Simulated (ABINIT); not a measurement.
# Calculated records

```
! title: BN (Qingsongite): G0W0 with ABINIT, start to end
! method: RPA screening on PBE, plane waves, norm-conserving pseudopotentials (and 2 further levels or steps)
! program: ABINIT 10.8.3
! settings: cutoff 36 Ha, PseudoDojo scalar-relativistic 0.4.1 standard, norm-conserving, potential set dojo-sr-pbe-0.4.1-standard, ngkpt (6, 6, 6), nband 91, ecuteps 9.6 Ha, inclvkb 2, shiftk (0, 0, 0), symchi 1, awtr 1, frequency ppm, 6×6×6 k-mesh
! cost: 5 runs, 34 s in all on 4 MPI ranks of Arm Neoverse V1, shared host
! notes: The cell and positions come from the Crystallography Open Database and are kept as given unless a step says otherwise. The 6×6×6 mesh is coarse for this cell, which bears on the long-range parts of exchange and screening.
! PBE gap: 4.54 eV, indirect
! G0W0 gap on the mesh: 6.04 eV
! GW settings: 6×6×6 mesh, 91 bands, screening to 261.2 eV, Godby-Needs plasmon pole
! known limits: short of the basis limit; coarse k mesh
CELL_PARAMETERS angstrom
0.00000 1.80750 1.80750
1.80750 0.00000 1.80750
1.80750 1.80750 0.00000
ATOMIC_POSITIONS crystal
B 0.00000 0.00000 0.00000
N 0.25000 0.25000 0.25000
```

[Long decimals in the printed logs are rounded to 6 places.]

[Logs are printed without paths, hosts, clocks, repeated set-up lines and the standing remarks that a program may print on its own settings, such as how far it seeks lower states.]

[Paths, hosts, dates, memory and timing lines, banners, echoed tables and standing remarks are left out of the program output; an Ansatz launch command may be rebuilt from the run's recorded settings. Measured values are a selection of at most five: reports struck by readers or far from the other reports are left out. None is set beside runs whose start may be inverted or whose files or cutoffs have a known fault.]

[Runs of the session that timed out or met a known fault of the program may be left out.]

[Hosts, paths, dates, database ids (printed as entryN), source tags and the programs' standing remarks are cut or masked in the printed files.]

[G0W0 gaps are taken among the corrected bands and points alone; a level outside them can change the order at an edge.]

[Where Ansatz stands beside ABINIT at settings called matched, ABINIT's density can come from a denser mesh and the files from another edition; pairs whose starting gaps differed by over 0.03 eV were left out, so agreement reads better than it is.]
